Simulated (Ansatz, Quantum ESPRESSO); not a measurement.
**Co (001), hcp: biaxial strain and the free axis**

A thin film takes the in-plane lattice of its substrate and is free along the normal. How do the free axis and the stress follow the misfit? The strained cell has c along the film normal; unstrained it is a = 2.4277 Å, b = 2.4277 Å, c = 3.9177 Å, α = 90.00°, β = 90.00°, γ = 120.00°, with 2 atoms.

Calculated with Quantum ESPRESSO 7.5, LDA, GBRV 1.5 ultrasoft potentials, cutoff 680 eV, Fermi–Dirac smearing 0.05 eV, k-mesh 20×20×11, ferromagnetic start, no spin-orbit coupling.

Relaxed positions at 0 %:

```
atom       x       y       z
  Co  0.3333  0.6667  0.7500
  Co  0.6667  0.3333  0.2500
```

```csv
ε∥ (%),a (Å),c (Å),ε⊥ (%),"σ (GPa, tension positive)"
−3,2.3549,3.9874,1.778,−20.72
−2,2.3792,3.9632,1.160,−13.07
−1,2.4034,3.9401,0.570,−6.26
0,2.4277,3.9179,0.005,0.10
1,2.4520,3.8955,−0.567,5.59
3,2.5005,3.8498,−1.734,14.90
```

**Question.** Fit both responses and give the free strain and the stress at +2 %, a row left out above.

Least squares with y = y0 + y1 ε + y2 ε² (ε in %) gives ε⊥ = −0.001 + (−0.5824) ε + (0.0023) ε² and σ = 0.04 + (5.930) ε + (−0.327) ε² GPa. The linear terms put the ratio of free to applied strain at −0.582 and the biaxial modulus at 593 GPa.

At +2 % the free strain comes out as −1.157 %. The run itself gives −1.143 %, so the estimate misses by 0.014 %; the fitted rows themselves lie up to 0.014 % off the law.

The stress comes out as 10.59 GPa. The run itself gives 10.54 GPa, so the estimate misses by 0.05 GPa; the fitted rows themselves lie up to 0.06 GPa off the law.

With c as the unique axis, zero normal stress gives ε⊥/ε∥ = −2C13/C33 for relaxed atoms, so 2C13/C33 is about 0.58.

The negative ε² term means that the crystal stiffens in compression and softens in tension.

The same fit over all rows at other levels or in other programs gives the strain ratio = −0.564 with PBEsol (Ansatz), −0.572 with PBEsol (Quantum ESPRESSO, GBRV) and −0.571 with PBEsol (Quantum ESPRESSO, PseudoDojo).

[Logs are printed without paths, hosts, clocks, repeated set-up lines and the standing remarks that a program may print on its own settings, such as how far it seeks lower states.]
